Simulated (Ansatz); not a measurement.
## Ca on Ir(111): change of the work function

How does one ordered layer of Ca (fcc site) change the work function of Ir(111), and what dipole does each adsorbate carry?

Method: plane-wave DFT, PBE, Ansatz PAW, in Ansatz 0.2.0.

## (1) The system as given

The cell holds 4 atoms: 4 Ir. Cell: a = 2.715 Å, b = 2.715 Å, c = 24.651 Å, α = 90.0°, β = 90.0°, γ = 60.0°. Vacuum lies along c.

As a file:

```cif
data_structure
_symmetry_space_group_name_H-M 'P 1'
_symmetry_Int_Tables_number 1
_cell_length_a 2.7153
_cell_length_b 2.7153
_cell_length_c 24.6511
_cell_angle_alpha 90.000
_cell_angle_beta 90.000
_cell_angle_gamma 60.000
_cell_volume 157.40
loop_
_atom_site_label
_atom_site_type_symbol
_atom_site_fract_x
_atom_site_fract_y
_atom_site_fract_z
_atom_site_occupancy
Ir1 Ir 0.00000 0.00000 0.36510 1
Ir2 Ir 0.33333 0.33333 0.45503 1
Ir3 Ir 0.66667 0.66667 0.54497 1
Ir4 Ir 0.00000 0.00000 0.63490 1
```

## (2) The clean slab

The bare slab comes first, as the zero from which every change is counted. The two lowest layers are held at bulk places and the upper ones relax. The dipole correction removes the false field that a one-sided slab makes across the periodic vacuum, so each face gets a flat vacuum level of its own.

Input file input.yaml:

```yaml
crystal:
  lattice:
    - [2.7152900398, 0.0, 0.0]
    - [1.3576450199, 2.3515101531, 0.0]
    - [0.0, 0.0, 24.6510751011]
  atoms:
    - { symbol: Ir, position: [0.0, 0.0, 0.3650956383] }
    - { symbol: Ir, position: [0.3333333333, 0.3333333333, 0.4550318794] }
    - { symbol: Ir, position: [0.6666666667, 0.6666666667, 0.5449681206] }
    - { symbol: Ir, position: [0.0, 0.0, 0.6349043617] }
kpoints:
  mp_grid: { grid: [12, 12, 1] }
hamiltonian:
  xc: pbe
scf:
  occupations: { method: fermi_dirac, width: 0.1 }
  convergence: { dr2_threshold: 1.0e-08 }
efield:
  axis: 3
  dipole_correction: true
  ramp_position: 0.97
  ramp_width: 0.06
relax:
  f_tol: 0.02
  max_steps: 60
  constraints: [{ sites: [0, 1] }]
output:
  write_potential: true
  write_density: true
  volumetric_format: npy
```

Launch:

```bash
$ ansatz run input.yaml --threads 4 --pin off --max-ram 6144MiB --backend cpu --events-out ev --progress --plain --runs-dir out
```

Log:

```text
Engine: ansatz 0.2.0, x86_64-unknown-linux-gnu
Pseudopotentials: kind: paw
Pseudopotential: Ir, paw, valence charge 17, recommended cutoff 420 eV (normal), Ir.paw.azcp
Functional definition: PBE
  parameter kappa = 0.804
  parameter beta = 0.066725
  exchange = pbe_x(kappa = kappa, mu = beta*pi^2/3)
  correlation = pbe_c(beta = beta)
Crystal: 4 atoms, lattice volume = 157.398 Å³
Basis set: ecut = 420 eV, 3101 PW (Γ), exchange–correlation on 40×40×360 points (8 copies of the dense FFT grid, shifted against one another)
Bands: 41, of which v1, the nominal top of the filled ones, is band 34 counted from 1 (33 counted from 0)
Symmetry: 6 space group operations
k-points: 19 of 144 (time reversal used)
Non-local potential: Ir, projectors of the file, l = 0: 3, l = 1: 2, l = 2: 2, l = 3: 1
PAW form: soft (Blöchl's): semilocal exchange-correlation on the pseudo side does not see the compensation charge
PAW one-centre angular grid: Ir, 590 points (default); XC on 64 Gauss nodes
Initial density: superposition of atomic densities (neutral atoms: chi_scale 0, normalization atom), corrected by the library's trained network
Initial wavefunctions: pseudopotential atomic-orbital guess
Functional: x = pbe(κ = 0.804, μ = 0.219515), c = pbe(β = 0.066725)
SCF iter   1: F=—  HF=-47739.534662 eV  |F-HF|=—  |Δ(HF+E_count)|=         —  Δρ=6.19e-3  dr2=3.30e-1  ethr=1.77e-3  p=0.000 e·Å  D=2.60e-13 V/Å  ΔV_dip=-0.00 eV  dr2_dipole=3.63e-7  V_vac-E_F(+/−)=5.19/5.19 eV  ⟨swp⟩=7.8  Hψ=3557  notcnv=0  defer=2
efield: sawtooth ramp at fractional position 0.9700 (set: `efield.ramp_position`, or a place that a band, a saddle search or an elastic batch's reference lends), width 0.0600; the density the first Hamiltonian is built on has a dipole p = 0.000 e·Å; the dipole correction subtracts the counter field D = 2.60e-13 V/Å, which shifts the + side's vacuum level by -0.00 eV against the − side's; the planar-averaged density in the ramp window peaks in size at 1.1e-5 e/Å³
preconditioner: auto → LDOS  [metal: Δε(μ)=0.097 eV  Ē_g=6.266 eV  σ=0.100 eV  W_gap=0.23  n_scr=18 (ndim 8)  ℏωp=17.8 eV  f_vac=0.579  D(μ)=3.93/eV (n_scr^D=16)  β→1.0]
SCF iter   2: F=—  HF=-47739.532900 eV  |F-HF|=—  |Δ(HF+E_count)|=   1.76e-3  Δρ=2.42e-3  dr2=2.91e-2  ethr=4.85e-4  p=-0.000 e·Å  D=-4.09e-5 V/Å  ΔV_dip=0.00 eV  dr2_dipole=6.09e-7  V_vac-E_F(+/−)=5.47/5.47 eV  ⟨swp⟩=1.8  Hψ=981  notcnv=0  defer=3
SCF iter   3: F=—  HF=-47739.530408 eV  |F-HF|=—  |Δ(HF+E_count)|=   2.49e-3  Δρ=5.42e-4  dr2=4.60e-4  ethr=4.28e-5  p=-0.000 e·Å  D=-3.22e-6 V/Å  ΔV_dip=0.00 eV  dr2_dipole=1.63e-8  V_vac-E_F(+/−)=5.48/5.48 eV  ⟨swp⟩=1.8  Hψ=1050  notcnv=0  defer=3
SCF iter   4: F=—  HF=-47739.530405 eV  |F-HF|=—  |Δ(HF+E_count)|=   3.47e-6  Δρ=1.07e-4  dr2=1.71e-5  ethr=6.77e-7  p=-0.000 e·Å  D=-2.53e-6 V/Å  ΔV_dip=0.00 eV  dr2_dipole=6.07e-10  V_vac-E_F(+/−)=5.49/5.48 eV  ⟨swp⟩=2.5  Hψ=1492  notcnv=0  defer=3
SCF iter   5: F=—  HF=-47739.530409 eV  |F-HF|=—  |Δ(HF+E_count)|=   4.46e-6  Δρ=3.97e-5  dr2=2.39e-6  ethr=2.51e-8  p=-0.000 e·Å  D=-6.56e-7 V/Å  ΔV_dip=0.00 eV  dr2_dipole=1.79e-10  V_vac-E_F(+/−)=5.49/5.49 eV  ⟨swp⟩=3.4  Hψ=1846  notcnv=0  defer=3
SCF iter   6: F=—  HF=-47739.530404 eV  |F-HF|=—  |Δ(HF+E_count)|=   5.11e-6  Δρ=1.68e-5  dr2=6.20e-7  ethr=3.51e-9  p=-0.000 e·Å  D=-9.97e-7 V/Å  ΔV_dip=0.00 eV  dr2_dipole=7.97e-11  V_vac-E_F(+/−)=5.49/5.49 eV  ⟨swp⟩=2.4  Hψ=1294  notcnv=0  defer=3
SCF iter   7: F=—  HF=-47739.530405 eV  |F-HF|=—  |Δ(HF+E_count)|=   3.14e-7  Δρ=3.99e-6  dr2=5.24e-8  ethr=9.12e-10  p=-0.000 e·Å  D=-2.22e-7 V/Å  ΔV_dip=0.00 eV  dr2_dipole=1.25e-12  V_vac-E_F(+/−)=5.49/5.49 eV  ⟨swp⟩=2.8  Hψ=1527  notcnv=0  defer=3
SCF iter   8: F=-47739.530405 eV  HF=-47739.530405 eV  |F-HF|=7.64e-9  |Δ(HF+E_count)|=   1.78e-8  Δρ=1.09e-6  dr2=3.19e-9  ethr=1.47e-11  p=-0.000 e·Å  D=-3.81e-8 V/Å  ΔV_dip=0.00 eV  dr2_dipole=9.23e-15  V_vac-E_F(+/−)=5.49/5.49 eV  ⟨swp⟩=11.1  Hψ=5991  notcnv=0
SCF 1 converged in 8 iterations: F = -47739.530405 eV  dr2 = 3.19e-9
  greatest PAW one-centre occupation: 1.000 electrons in one spin orbital (limit 2), on the Ir atom at site 1 (counted from 0), in its partial waves of l = 0
relax step   1: F+E_penalty+E_count = -47739.53040454 eV  Δ(F+E_penalty+E_count) = +0.000e0 eV  max|allowed force component| = 1.352e-1 eV/Å  Δτ_max = 0.0000 Å  (8 SCF iters, accepted)
Initial density: handed on by an earlier stage of this run
Initial wavefunctions: those handed on with the density
iter 1 solved again at ethr=1.27e-4 eV; its pass at ethr=3.10e-3 eV (dr2=8.61e-2 eV) is discarded
SCF iter   1: F=—  HF=-47739.531029 eV  |F-HF|=—  |Δ(HF+E_count)|=         —  Δρ=2.46e-3  dr2=7.87e-2  ethr=1.27e-4  p=-0.000 e·Å  D=-3.37e-7 V/Å  ΔV_dip=0.00 eV  dr2_dipole=3.17e-2  V_vac-E_F(+/−)=5.48/5.48 eV  ⟨swp⟩=1.9  Hψ=2300  notcnv=0  defer=5
efield: sawtooth ramp at fractional position 0.9700 (set: `efield.ramp_position`, or a place that a band, a saddle search or an elastic batch's reference lends), width 0.0600; the density the first Hamiltonian is built on has a dipole p = -0.000 e·Å; the dipole correction subtracts the counter field D = -3.37e-7 V/Å, which shifts the + side's vacuum level by +0.00 eV against the − side's; the planar-averaged density in the ramp window peaks in size at 2.8e-6 e/Å³
preconditioner: auto → LDOS  [metal: Δε(μ)=0.080 eV  Ē_g=6.312 eV  σ=0.100 eV  W_gap=0.19  n_scr=18 (ndim 8)  ℏωp=17.8 eV  f_vac=0.582  D(μ)=3.84/eV (n_scr^D=16)  β→1.0]
SCF iter   2: F=—  HF=-47739.530294 eV  |F-HF|=—  |Δ(HF+E_count)|=   7.34e-4  Δρ=1.06e-3  dr2=4.86e-3  ethr=1.16e-4  p=0.002 e·Å  D=2.34e-3 V/Å  ΔV_dip=-0.06 eV  dr2_dipole=1.15e-3  V_vac-E_F(+/−)=5.44/5.50 eV  ⟨swp⟩=2.0  Hψ=965  notcnv=0  defer=5
SCF iter   3: F=—  HF=-47739.529493 eV  |F-HF|=—  |Δ(HF+E_count)|=   8.01e-4  Δρ=4.91e-4  dr2=1.58e-3  ethr=7.15e-6  p=0.000 e·Å  D=5.10e-4 V/Å  ΔV_dip=-0.01 eV  dr2_dipole=1.15e-5  V_vac-E_F(+/−)=5.48/5.49 eV  ⟨swp⟩=3.0  Hψ=1497  notcnv=0  defer=5
SCF iter   4: F=—  HF=-47739.529185 eV  |F-HF|=—  |Δ(HF+E_count)|=   3.08e-4  Δρ=7.80e-5  dr2=1.08e-5  ethr=2.32e-6  p=0.001 e·Å  D=9.35e-4 V/Å  ΔV_dip=-0.02 eV  dr2_dipole=1.05e-6  V_vac-E_F(+/−)=5.47/5.49 eV  ⟨swp⟩=2.2  Hψ=1153  notcnv=0  defer=5
SCF iter   5: F=—  HF=-47739.529181 eV  |F-HF|=—  |Δ(HF+E_count)|=   4.36e-6  Δρ=3.71e-5  dr2=3.99e-6  ethr=1.59e-8  p=0.001 e·Å  D=8.37e-4 V/Å  ΔV_dip=-0.02 eV  dr2_dipole=1.42e-8  V_vac-E_F(+/−)=5.47/5.50 eV  ⟨swp⟩=2.9  Hψ=1583  notcnv=0  defer=5
SCF iter   6: F=—  HF=-47739.529168 eV  |F-HF|=—  |Δ(HF+E_count)|=   1.25e-5  Δρ=9.87e-6  dr2=2.11e-7  ethr=5.87e-9  p=0.001 e·Å  D=7.52e-4 V/Å  ΔV_dip=-0.02 eV  dr2_dipole=5.91e-9  V_vac-E_F(+/−)=5.48/5.49 eV  ⟨swp⟩=2.2  Hψ=1200  notcnv=0  defer=5
SCF iter   7: F=—  HF=-47739.529168 eV  |F-HF|=—  |Δ(HF+E_count)|=   2.29e-7  Δρ=4.00e-6  dr2=3.19e-8  ethr=3.11e-10  p=0.001 e·Å  D=7.22e-4 V/Å  ΔV_dip=-0.02 eV  dr2_dipole=6.67e-9  V_vac-E_F(+/−)=5.48/5.49 eV  ⟨swp⟩=3.1  Hψ=1431  notcnv=0  defer=5
SCF iter   8: F=-47739.529169 eV  HF=-47739.529169 eV  |F-HF|=8.46e-9  |Δ(HF+E_count)|=   8.40e-8  Δρ=1.08e-6  dr2=2.72e-9  ethr=1.47e-11  p=0.001 e·Å  D=7.05e-4 V/Å  ΔV_dip=-0.02 eV  dr2_dipole=3.09e-10  V_vac-E_F(+/−)=5.48/5.49 eV  ⟨swp⟩=11.2  Hψ=5985  notcnv=0
SCF 2 converged in 8 iterations: F = -47739.529169 eV  dr2 = 2.72e-9
  greatest PAW one-centre occupation: 1.000 electrons in one spin orbital (limit 2), on the Ir atom at site 2 (counted from 0), in its partial waves of l = 0
relax step   2: F+E_penalty+E_count = -47739.52916854 eV  Δ(F+E_penalty+E_count) = +1.236e-3 eV  max|allowed force component| = 2.063e-1 eV/Å  Δτ_max = 0.0402 Å  (8 SCF iters, rejected (line search))
SCF iter   1: F=—  HF=-47739.532182 eV  |F-HF|=—  |Δ(HF+E_count)|=         —  Δρ=1.53e-3  dr2=2.86e-2  ethr=4.36e-4  p=0.001 e·Å  D=7.05e-4 V/Å  ΔV_dip=-0.02 eV  dr2_dipole=1.13e-2  V_vac-E_F(+/−)=5.48/5.50 eV  ⟨swp⟩=2.7  Hψ=1390  notcnv=0  defer=5
efield: sawtooth ramp at fractional position 0.9700 (set: `efield.ramp_position`, or a place that a band, a saddle search or an elastic batch's reference lends), width 0.0600; the density the first Hamiltonian is built on has a dipole p = 0.001 e·Å; the dipole correction subtracts the counter field D = 7.05e-4 V/Å, which shifts the + side's vacuum level by -0.02 eV against the − side's; the planar-averaged density in the ramp window peaks in size at 2.3e-6 e/Å³
preconditioner: auto → LDOS  [metal: Δε(μ)=0.082 eV  Ē_g=6.284 eV  σ=0.100 eV  W_gap=0.20  n_scr=18 (ndim 8)  ℏωp=17.8 eV  f_vac=0.581  D(μ)=3.88/eV (n_scr^D=16)  β→1.0]
SCF iter   2: F=—  HF=-47739.531729 eV  |F-HF|=—  |Δ(HF+E_count)|=   4.53e-4  Δρ=6.52e-4  dr2=1.43e-3  ethr=4.20e-5  p=-0.000 e·Å  D=-4.32e-4 V/Å  ΔV_dip=0.01 eV  dr2_dipole=2.25e-4  V_vac-E_F(+/−)=5.50/5.49 eV  ⟨swp⟩=2.1  Hψ=1154  notcnv=0  defer=5
SCF iter   3: F=—  HF=-47739.531483 eV  |F-HF|=—  |Δ(HF+E_count)|=   2.46e-4  Δρ=3.15e-4  dr2=6.21e-4  ethr=2.10e-6  p=0.000 e·Å  D=4.60e-4 V/Å  ΔV_dip=-0.01 eV  dr2_dipole=3.41e-6  V_vac-E_F(+/−)=5.48/5.49 eV  ⟨swp⟩=2.9  Hψ=1511  notcnv=0  defer=5
SCF iter   4: F=—  HF=-47739.531357 eV  |F-HF|=—  |Δ(HF+E_count)|=   1.26e-4  Δρ=4.39e-5  dr2=3.31e-6  ethr=9.13e-7  p=0.000 e·Å  D=1.92e-4 V/Å  ΔV_dip=-0.00 eV  dr2_dipole=7.78e-8  V_vac-E_F(+/−)=5.49/5.49 eV  ⟨swp⟩=2.1  Hψ=1153  notcnv=0  defer=5
SCF iter   5: F=—  HF=-47739.531341 eV  |F-HF|=—  |Δ(HF+E_count)|=   1.61e-5  Δρ=2.02e-5  dr2=1.03e-6  ethr=4.87e-9  p=0.000 e·Å  D=2.40e-4 V/Å  ΔV_dip=-0.01 eV  dr2_dipole=6.17e-9  V_vac-E_F(+/−)=5.49/5.49 eV  ⟨swp⟩=3.1  Hψ=1636  notcnv=0  defer=5
SCF iter   6: F=—  HF=-47739.531341 eV  |F-HF|=—  |Δ(HF+E_count)|=   3.79e-7  Δρ=8.02e-6  dr2=1.31e-7  ethr=1.52e-9  p=0.000 e·Å  D=2.78e-4 V/Å  ΔV_dip=-0.01 eV  dr2_dipole=2.75e-9  V_vac-E_F(+/−)=5.49/5.49 eV  ⟨swp⟩=2.2  Hψ=1171  notcnv=0  defer=5
SCF iter   7: F=—  HF=-47739.531342 eV  |F-HF|=—  |Δ(HF+E_count)|=   1.54e-7  Δρ=2.33e-6  dr2=1.12e-8  ethr=1.92e-10  p=0.000 e·Å  D=2.91e-4 V/Å  ΔV_dip=-0.01 eV  dr2_dipole=3.51e-9  V_vac-E_F(+/−)=5.49/5.49 eV  ⟨swp⟩=2.3  Hψ=1199  notcnv=0  defer=5
SCF iter   8: F=-47739.531342 eV  HF=-47739.531342 eV  |F-HF|=4.80e-9  |Δ(HF+E_count)|=   3.00e-8  Δρ=5.88e-7  dr2=7.04e-10  ethr=1.47e-11  p=0.000 e·Å  D=2.99e-4 V/Å  ΔV_dip=-0.01 eV  dr2_dipole=3.52e-11  V_vac-E_F(+/−)=5.49/5.49 eV  ⟨swp⟩=10.5  Hψ=5642  notcnv=0
SCF 3 converged in 8 iterations: F = -47739.531342 eV  dr2 = 7.04e-10
relax step   3: F+E_penalty+E_count = -47739.53134163 eV  Δ(F+E_penalty+E_count) = -9.371e-4 eV  max|allowed force component| = 2.789e-3 eV/Å  Δτ_max = 0.0158 Å  (8 SCF iters, accepted)
NSCF: frozen V_eff on 19 k-points
the band table was solved once a step of the walk had ended and its energy, with any forces and stress, was formed, with the checks that follow a solve (3881 applications of the Hamiltonian). They found nothing against the state; the energy, forces and stress were not computed again (output.eigenvalues in the input reference)
WARN: The output density's exchange-correlation potential varies sharply where the density is thin. Do not read a vacuum level from v_tot or v_xc, or from such a field of the output density. On a cell that repeats whose density bears no net charge and no dipole along the vacuum's axis use v_es (v_loc + v_h of the components); under efield.dipole_correction with no amplitude use v_es + v_field, which holds any externa [...]
SCF converged after 8 iterations
Free energy (F): -47739.531342 eV
Harris-Foulkes:  -47739.531342 eV  (|F-HF|=4.80e-9)
Internal energy: -47739.398849 eV  (E = F + TS)
E sigma→0 (E₀):  -47739.465095 eV
Entropy (-TS):   -0.132493 eV (-33.123 meV/atom)
Fermi energy:    5.735751 eV
Dipole field:    D = 0.000308 V/Å  (p = 0.000268 e·Å, saw-weighted, corrected)
Work function:   Φ+ = 5.4864 eV   Φ− = 5.4940 eV
Levels:          The Fermi level and band energies are counted from a zero that moves with the ramp; work functions are not
--- Per-component energies (eV) ---
  E_band       = -1671.576540
  E_kinetic    = 2486.113091
  E_local      = -117421.112783  (includes V_loc(G=0)·N_el)
  E_nonlocal   = 291.629511
  E_hartree    = 57547.560044
  E_xc         = -1068.589999
  E_vxc        = -1195.849487  (∫ρ·V_xc dr)
  E_paw        = -36893.549535  (= ΣΔE_a)
  E_vpaw       = -927.471881  (= ΣTr[D̂ρ^β])
  E_aug_tail   = 0.000219  (compensation charges beyond the density's cutoff)
  E_efield     = 0.000000  (sawtooth field / dipole correction)
  E_vefield    = 0.000096  (∫n·V_field dr)
  E_ewald      = 47318.550604
  E_smearing   = -0.132493  (= −TS)
  E_closure    = -0.000000  (closes the sum)
  Σ components = -47739.531342   (vs F -47739.531342, Δ=0.00e0)
--- Forces (eV/Å), atoms counted from 1 ---
  atom   1  Ir     0.00000000    -0.00000000     0.12831676
  atom   2  Ir     0.00000000    -0.00000000    -0.13090787
  atom   3  Ir     0.00000000     0.00000000    -0.00020095
  atom   4  Ir     0.00000000     0.00000000     0.00278891
  max |Σ_I F_I| component: 3.15e-6 eV/Å
--- Band table (eV; the first three rows and the last of 19) ---
  k-point 0: bands = [... 30 lower, 2.8245, 4.5654, 4.5654, 4.9154, 4.9154, 5.0203, 5.8533, 5.8533, ... 3 higher]
  k-point 1: bands = [... 30 lower, 3.0292, 4.3234, 4.3914, 4.3950, 4.8764, 4.9658, 5.3069, 5.8533, ... 3 higher]
  k-point 2: bands = [... 30 lower, 3.6025, 3.6292, 3.8672, 4.2957, 4.5009, 4.9807, 5.8191, 5.8473, ... 3 higher]
  k-point 18: bands = [... 30 lower, 4.4076, 4.4245, 5.5716, 6.0441, 6.1830, 6.1849, 11.3203, 11.4245, ... 3 higher]
--- Relaxed structure (3 steps of the walk, 2 accepted, 0 SCFs on fresh bases) ---
  F+E_penalty+E_count = -47739.53134163 eV   max|allowed force component| = 2.789e-3 eV/Å
  atoms:
    - { symbol: Ir, position: [0.0, 0.0, 0.365096] }
    - { symbol: Ir, position: [0.333333, 0.333333, 0.4550318794] }
    - { symbol: Ir, position: [0.666667, 0.666667, 0.544863] }
    - { symbol: Ir, position: [-7.456010e-19, 0, 0.634264] }
```

The job ended after 4.6 s (4 threads of Intel Xeon 6975P-C (Granite Rapids), shared host; peak memory 0.55 GiB; 16 s of CPU time).

In the SCF lines HF is the Harris–Foulkes energy and dr2 the Hartree energy of the density residual, in eV; the loop may stop once dr2 is under the threshold and the program's other checks hold. Hψ counts applications of the Hamiltonian.

Relaxation path:

```csv
step,energy less that of the first step (eV),largest force component (eV/Å)
1,0.0000,0.1352
2,0.0012,0.2063
3,-0.0009,0.0028
```

Relaxation step 2 was tried and not accepted.

Forces are held to the 6 operations that the program found; a distortion that breaks them can't arise in this run.

The atoms that moved most (Å):

```csv
atom,dx,dy,dz,length
Ir4,0.000,0.000,-0.016,0.016
```

Final coordinates:

```cif
data_structure
_symmetry_space_group_name_H-M 'P 1'
_symmetry_Int_Tables_number 1
_cell_length_a 2.7153
_cell_length_b 2.7153
_cell_length_c 24.6511
_cell_angle_alpha 90.000
_cell_angle_beta 90.000
_cell_angle_gamma 60.000
_cell_volume 157.40
loop_
_atom_site_label
_atom_site_type_symbol
_atom_site_fract_x
_atom_site_fract_y
_atom_site_fract_z
_atom_site_occupancy
Ir1 Ir 0.00000 0.00000 0.36510 1
Ir2 Ir 0.33333 0.33333 0.45503 1
Ir3 Ir 0.66667 0.66667 0.54486 1
Ir4 Ir 0.00000 0.00000 0.63426 1
```

Read from the output:

| Item | Value |
| --- | --- |
| energy at zero smearing | -47739.4651 eV |
| work function, upper face | 5.486 eV |
| dipole along the normal | 2.68e-4 e·Å |

Running mean over 2.217 Å of the planar mean; the ramp of the sawtooth is left out. The electron's electrostatic potential energy less the Fermi level by z:

```csv
z (Å),electron's electrostatic potential energy less the Fermi level (eV)
3.5,5.49
4.0,5.49
4.5,5.49
5.0,5.49
5.5,5.47
6.0,5.42
6.5,5.19
7.0,4.28
7.5,0.793
8.0,-5.49
8.5,-10.8
9.0,-12.7
9.5,-13.1
10.0,-13.3
10.5,-13.4
11.0,-13.5
11.5,-13.6
12.0,-13.6
12.5,-13.6
13.0,-13.6
13.5,-13.6
14.0,-13.6
14.5,-13.5
15.0,-13.3
15.5,-12.9
16.0,-11.7
16.5,-7.22
17.0,-0.753
17.5,3.68
18.0,5.04
18.5,5.38
19.0,5.46
19.5,5.48
20.0,5.48
20.5,5.49
21.0,5.49
21.5,5.49
```

The relaxation took 3 steps and lowered the energy by 9.4e-4 eV; the largest force on the free atoms ends at 0.0028 eV/Å.

The work function of the upper face is 5.49 eV.

(Part 1 of 2 ends here.)

[Long decimals in the printed logs are rounded to 6 places.]

[Logs are printed without paths, hosts, clocks, repeated set-up lines and the standing remarks that a program may print on its own settings, such as how far it seeks lower states.]

[Hosts, paths, dates, database ids (printed as entryN), source tags and the programs' standing remarks are cut or masked in the printed files.]

[Maps of the electrostatic potential energy from Ansatz leave out the sawtooth potential of an applied field or a dipole correction, so their vacuum need not be flat; planar profiles and work functions include it.]
